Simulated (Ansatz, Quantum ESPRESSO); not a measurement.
# MgO (Periclase): Raman and infrared activity

Aim: Raman and infrared lines of MgO (Periclase).

Program: Quantum ESPRESSO 8.0 development, patched. Level of theory: DFT LDA, scalar-relativistic, plane waves, PseudoDojo norm-conserving pseudopotentials. Results are calculated unless marked as measured.

Experimental background.

For MgO, rocksalt (polycrystalline end member, 300 K), “Disentangling orbital and spin exchange interactions for Co2+ on a rocksalt lattice” (2018, arxiv:1807.05012) gives, by powder X-ray diffraction: lattice constant a (cubic cell parameter) 4.2118 ± 0.0001 Å [room-temperature value].

For MgO, rocksalt (bulk crystal), “Electronic structure of alkaline earth and post-transition metal oxides” (2009, arxiv:0908.1581) quotes earlier work: band gap (literature experimental gap) 7.83 eV [Literature value based on experiment; other listed experimental values range from 7.7 to …].

For MgO, rocksalt (wedged single crystal slab, 295 K), “Infrared Optical Properties of Ferropericlase (Mg1-xFexO): Experiment and Theory” (2007, arxiv:0704.2267) gives, by infrared reflectance, oscillator fit: ε∞ (high-frequency dielectric constant) 2.95 ± 0.1; infrared mode (TO phonon at Gamma (T1u)) 396.5 cm⁻¹.

The database entry behind the starting cell differs from later determinations by our own check (about 0.1 % long), so it need not match the best structure at ambient conditions.

### Step 1. Set-up

Symmetry: Fm-3m, No. 225, cubic system. Conventional cell: a = 4.217 Å, b = 4.217 Å, c = 4.217 Å, α = 90.00°, β = 90.00°, γ = 90.00°. Nearest to Mg lie 6 O at 2.11 Å. O has 6 Mg at 2.11 Å nearest. Farther neighbours and most contacts between anions are not listed.

### Step 2. A probe with smearing

Before anything dear is run, a loose run with smearing shows whether this is a metal and how far the cell is from rest.

probe.in reads:

```
&CONTROL
  calculation = 'scf'
  prefix      = 'x'
  outdir      = './tmp'
  pseudo_dir  = './pseudo'
  tprnfor     = .true.
  tstress     = .true.
  verbosity   = 'high'
/
&SYSTEM
  ibrav       = 2
  celldm(1)   = 7.96897507
  nat         = 2
  ntyp        = 2
  ecutwfc     = 84.0
  occupations = 'smearing'
  smearing    = 'gaussian'
  degauss     = 0.01
/
&ELECTRONS
  conv_thr         = 1.0d-07
  mixing_beta      = 0.7
  electron_maxstep = 100
/
ATOMIC_SPECIES
 Mg     24.3050  Mg.upf
 O      15.9990  O.upf
ATOMIC_POSITIONS crystal
 Mg     0.000000000   0.000000000   0.000000000
 O      0.500000000   0.500000000   0.500000000
K_POINTS automatic
 8 8 8 0 0 0
```

Run with:

```
> OMP_NUM_THREADS=1 mpirun -n 4 pw.x -nk 4 -in probe.in > probe.out
```

The program printed:

```text
[banners, grids, parts of the stress and lines that vanish by symmetry left out]
Program PWSCF v.8.0dev
     bravais-lattice index     =            2
     lattice parameter (alat)  =       7.9690  a.u.
[...]
kinetic-energy cutoff     =      84.0000  Ry
     charge density cutoff     =     336.0000  Ry
     scf convergence threshold =      1.0E-07
[...]
Exchange-correlation= SLA-PW-NOGX-NOGC
                           (   1   4   0   0   0   0   0)
[...]
48 Sym. Ops., with inversion, found
[...]
(     0          1          0      )
                  (     0          0          1      )
[...]
(  0.0000000  1.0000000  0.0000000 )
                  (  0.0000000  0.0000000  1.0000000 )
[...]
(     1          0         -1      )
                  (     0          0         -1      )
[...]
(  0.0000000 -1.0000000  0.0000000 )
[...]
(     0          1         -1      )
                  (     0          1          0      )
[...]
( -1.0000000  0.0000000  0.0000000 )
                  (  0.0000000  1.0000000  0.0000000 )
[...]
number of k points=    29  Gaussian smearing, width (Ry)=  0.0100
[...]
End of self-consistent calculation
[...]
the Fermi energy is    10.1914 ev
!    total energy              =    -151.83405386 Ry
[...]
convergence has been achieved in   7 iterations
[...]
atom    1 type  1   force =     0.00000000    0.00000000    0.00000000
     atom    2 type  2   force =     0.00000000    0.00000000    0.00000000
[...]
Total force =     0.000000     Total SCF correction =     0.000000
[...]
total   stress  (Ry/bohr**3)                   (kbar)     P=      -65.28
[...]
XML data file, charge density, pseudopotentials, collected wavefunctions

   JOB DONE.
```

Wall time 2.5 s (4 MPI ranks of Arm Neoverse V2, shared host); 9.7 s of CPU time.

Read from the output:

```yaml
volume_per_atom: 9.374 Å³
pressure: -6.528 GPa
gap_on_the_k_mesh: 4.655 eV
```

A gap of 4.7 eV opens on this mesh, so the crystal is taken as an insulator; the start stands at -6.5 GPa.

### Step 3. Relaxation

Frequencies change by per cents with a per cent of volume, so the structure is first brought to rest at this level of theory.

relax.in reads:

```
&CONTROL
  calculation   = 'vc-relax'
  prefix        = 'x'
  outdir        = './tmp'
  pseudo_dir    = './pseudo'
  tprnfor       = .true.
  tstress       = .true.
  forc_conv_thr = 2.0d-05
  etot_conv_thr = 1.0d-07
  nstep         = 40
/
&SYSTEM
  ibrav       = 2
  celldm(1)   = 7.96897507
  nat         = 2
  ntyp        = 2
  ecutwfc     = 84.0
  occupations = 'fixed'
  nbnd        = 10
/
&ELECTRONS
  conv_thr         = 1.0d-11
  mixing_beta      = 0.7
  electron_maxstep = 100
/
&IONS
/
&CELL
  press_conv_thr = 0.2
/
ATOMIC_SPECIES
 Mg     24.3050  Mg.upf
 O      15.9990  O.upf
ATOMIC_POSITIONS crystal
 Mg     0.000000000   0.000000000   0.000000000
 O      0.500000000   0.500000000   0.500000000
K_POINTS automatic
 10 10 10 0 0 0
```

Run with:

```
> OMP_NUM_THREADS=1 mpirun -n 4 pw.x -nk 4 -in relax.in > relax.out
```

The program printed:

```text
[banners, grids, parts of the stress and lines that vanish by symmetry left out]
[banner, memory and clock lines left out]
Program PWSCF v.8.0dev

[...]
kinetic-energy cutoff     =      84.0000  Ry
     charge density cutoff     =     336.0000  Ry
     scf convergence threshold =      1.0E-11
[...]
energy convergence thresh.=      1.0E-07
     force convergence thresh. =      2.0E-05
     press convergence thresh. =      2.0E-01
     Exchange-correlation= SLA-PW-NOGX-NOGC
                           (   1   4   0   0   0   0   0)
[...]
48 Sym. Ops., with inversion, found
[...]
number of k points=    47
[...]
End of self-consistent calculation
[...]
highest occupied, lowest unoccupied level (ev):     7.6476   12.3031
!    total energy              =    -151.83405589 Ry
[...]
convergence has been achieved in  12 iterations
[...]
atom    1 type  1   force =     0.00000000    0.00000000    0.00000000
     atom    2 type  2   force =     0.00000000    0.00000000    0.00000000
     Total force =     0.000000     Total SCF correction =     0.000000
[...]
total   stress  (Ry/bohr**3)                   (kbar)     P=      -64.92
[...]
number of bfgs steps    =   0
[...]
CELL_PARAMETERS (alat=  7.96897507)
[...]
ATOMIC_POSITIONS (crystal)
Mg               0.0000000000        0.0000000000        0.0000000000
O                0.5000000000        0.5000000000        0.5000000000
[...]
New effective cutoffs (rho, wfc):  342.59   85.88
[...]
End of self-consistent calculation
[...]
highest occupied, lowest unoccupied level (ev):     8.0627   13.0497
!    total energy              =    -151.83516782 Ry
[...]
convergence has been achieved in   7 iterations
[...]
atom    1 type  1   force =     0.00000000    0.00000000    0.00000000
     atom    2 type  2   force =     0.00000000    0.00000000    0.00000000
     Total force =     0.000000     Total SCF correction =     0.000000
[...]
total   stress  (Ry/bohr**3)                   (kbar)     P=      -12.63
[...]
number of bfgs steps    =   1
[...]
CELL_PARAMETERS (alat=  7.96897507)
[...]
ATOMIC_POSITIONS (crystal)
Mg               0.0000000000        0.0000000000        0.0000000000
O                0.5000000000        0.5000000000        0.5000000000
[...]
New effective cutoffs (rho, wfc):  344.40   86.34
[...]
End of self-consistent calculation
[...]
highest occupied, lowest unoccupied level (ev):     8.1630   13.2306
!    total energy              =    -151.83520672 Ry
[...]
convergence has been achieved in   7 iterations
[...]
atom    1 type  1   force =     0.00000000    0.00000000    0.00000000
     atom    2 type  2   force =    -0.00000000    0.00000000    0.00000000
     Total force =     0.000000     Total SCF correction =     0.000000
[...]
total   stress  (Ry/bohr**3)                   (kbar)     P=        0.79
[...]
number of bfgs steps    =   2
[...]
CELL_PARAMETERS (alat=  7.96897507)
[...]
ATOMIC_POSITIONS (crystal)
[...]
New effective cutoffs (rho, wfc):  344.29   86.31
[...]
End of self-consistent calculation
[...]
highest occupied, lowest unoccupied level (ev):     8.1571   13.2199
!    total energy              =    -151.83520688 Ry
[...]
convergence has been achieved in   5 iterations
[...]
atom    1 type  1   force =     0.00000000    0.00000000   -0.00000000
     atom    2 type  2   force =    -0.00000000   -0.00000000    0.00000000
     Total force =     0.000000     Total SCF correction =     0.000000
[...]
total   stress  (Ry/bohr**3)                   (kbar)     P=       -0.01
[...]
number of bfgs steps    =   3
[...]
small trust_radius: resetting bfgs history
[...]
CELL_PARAMETERS (alat=  7.96897507)
[...]
ATOMIC_POSITIONS (crystal)
[...]
New effective cutoffs (rho, wfc):  344.29   86.31
[...]
End of self-consistent calculation
[...]
highest occupied, lowest unoccupied level (ev):     8.1571   13.2200
!    total energy              =    -151.83520688 Ry
[...]
convergence has been achieved in   1 iterations
[...]
atom    1 type  1   force =     0.00000000    0.00000000    0.00000000
     atom    2 type  2   force =     0.00000000    0.00000000    0.00000000
     Total force =     0.000000     Total SCF correction =     0.000000
[...]
total   stress  (Ry/bohr**3)                   (kbar)     P=        0.00
[...]
bfgs converged in   5 scf cycles and   4 bfgs steps
[...]
End of BFGS Geometry Optimization
     Final enthalpy           =    -151.8352068751 Ry
     File ./tmp/x.bfgs deleted, as requested
[...]
CELL_PARAMETERS (alat=  7.96897507)
[...]
ATOMIC_POSITIONS (crystal)
Mg              -0.0000000000        0.0000000000        0.0000000000
O                0.5000000000        0.5000000000        0.5000000000
[...]
Final scf calculation at the relaxed structure.
[...]
kinetic-energy cutoff     =      84.0000  Ry
     charge density cutoff     =     336.0000  Ry
     scf convergence threshold =      1.0E-13
[...]
press convergence thresh. =      2.0E-01
     Exchange-correlation= SLA-PW-NOGX-NOGC
                           (   1   4   0   0   0   0   0)
[...]
48 Sym. Ops., with inversion, found
[...]
number of k points=    47
[...]
End of self-consistent calculation
[...]
highest occupied, lowest unoccupied level (ev):     8.1572   13.2199
!    total energy              =    -151.83519197 Ry
[...]
convergence has been achieved in  15 iterations
[...]
atom    1 type  1   force =    -0.00000000    0.00000000   -0.00000000
     atom    2 type  2   force =    -0.00000000    0.00000000   -0.00000000
     Total force =     0.000000     Total SCF correction =     0.000000
[...]
total   stress  (Ry/bohr**3)                   (kbar)     P=       -0.46
[...]
XML data file, charge density, pseudopotentials, collected wavefunctions
```

It took 16 s on 4 MPI ranks; 64 s of CPU time.

Relaxation path:

```csv
step,energy less that of the first step (eV),largest force (eV/Å),pressure (GPa),volume (Å³)
1,0.0000,0.0000,-6.49,18.75
2,-0.0151,0.0000,-1.26,18.13
3,-0.0157,0.0000,0.08,17.99
4,-0.0157,0.0000,0.00,18.00
5,-0.0157,0.0000,0.00,18.00
6,-0.0155,0.0000,-0.05,18.00
```

| conventional cell, symmetrised | before | after | change |
| --- | --- | --- | --- |
| a (Å) | 4.217 | 4.160 | -1.3 % |
| b (Å) | 4.217 | 4.160 | -1.3 % |
| c (Å) | 4.217 | 4.160 | -1.3 % |
| volume (Å³/atom) | 9.37 | 9.00 | -4.0 % |

The relaxed structure:

```xyz
2
Lattice="-2.0801 0.0000 2.0801 0.0000 2.0801 2.0801 -2.0801 2.0801 0.0000" Properties=species:S:1:pos:R:3 pbc="T T T"
Mg    0.0000    0.0000    0.0000
O    -2.0801    2.0801    2.0801
```

The last row of the table of steps is pw.x's closing run on a basis chosen anew for the final cell, so its energy can jump.

This step gave:

| Item | Value |
| --- | --- |
| volume per atom | 9.000 Å³ |
| pressure | -0.04600 GPa |
| gap on the k-mesh | 5.063 eV |

The volume changes by -4.0 % from the cell with which this run began.

### Step 4. Self-consistent run for the response

Perturbation theory inherits every error of the wavefunctions, so the threshold is set near the limit of the arithmetic. With a gap, occupations are fixed, which also allows the response to an electric field.

scf.in reads:

```
&CONTROL
  calculation = 'scf'
  prefix      = 'x'
  outdir      = './tmp'
  pseudo_dir  = './pseudo'
  tprnfor     = .true.
  tstress     = .true.
/
&SYSTEM
  ibrav       = 2
  celldm(1)   = 7.86160508
  nat         = 2
  ntyp        = 2
  ecutwfc     = 84.0
  occupations = 'fixed'
  nbnd        = 10
/
&ELECTRONS
  conv_thr         = 1.0d-12
  mixing_beta      = 0.7
  electron_maxstep = 100
/
ATOMIC_SPECIES
 Mg     24.3050  Mg.upf
 O      15.9990  O.upf
ATOMIC_POSITIONS crystal
 Mg     0.000000000   0.000000000   0.000000000
 O      0.500000000   0.500000000   0.500000000
K_POINTS automatic
 12 12 12 0 0 0
```

Run with:

```
> OMP_NUM_THREADS=1 mpirun -n 4 pw.x -nk 4 -in scf.in > scf.out
```

The program printed:

```text
[banners, grids, parts of the stress and lines that vanish by symmetry left out]
[banner, memory and clock lines left out]
Program PWSCF v.8.0dev

[...]
kinetic-energy cutoff     =      84.0000  Ry
     charge density cutoff     =     336.0000  Ry
     scf convergence threshold =      1.0E-12
[...]
Exchange-correlation= SLA-PW-NOGX-NOGC
                           (   1   4   0   0   0   0   0)
[...]
48 Sym. Ops., with inversion, found
[...]
number of k points=    72
[...]
End of self-consistent calculation
[...]
highest occupied, lowest unoccupied level (ev):     8.1572   13.2199
!    total energy              =    -151.83519227 Ry
[...]
convergence has been achieved in  12 iterations
[...]
atom    1 type  1   force =     0.00000000    0.00000000    0.00000000
     atom    2 type  2   force =     0.00000000    0.00000000    0.00000000
     Total force =     0.000000     Total SCF correction =     0.000000
[...]
total   stress  (Ry/bohr**3)                   (kbar)     P=       -0.46
[...]
XML data file, charge density, pseudopotentials, collected wavefunctions
```

Elapsed: 6.1 s, on 4 MPI ranks.

The cell stands at -0.046 GPa, close enough for phonons.

[end of part 1 of 3]

[Host names and launcher messages were left out of these logs when they were recorded.]

[Logs are printed without paths, hosts, clocks, repeated set-up lines and the standing remarks that a program may print on its own settings, such as how far it seeks lower states.]

[Hosts, paths, dates, database ids (printed as entryN), source tags and the programs' standing remarks are cut or masked in the printed files.]
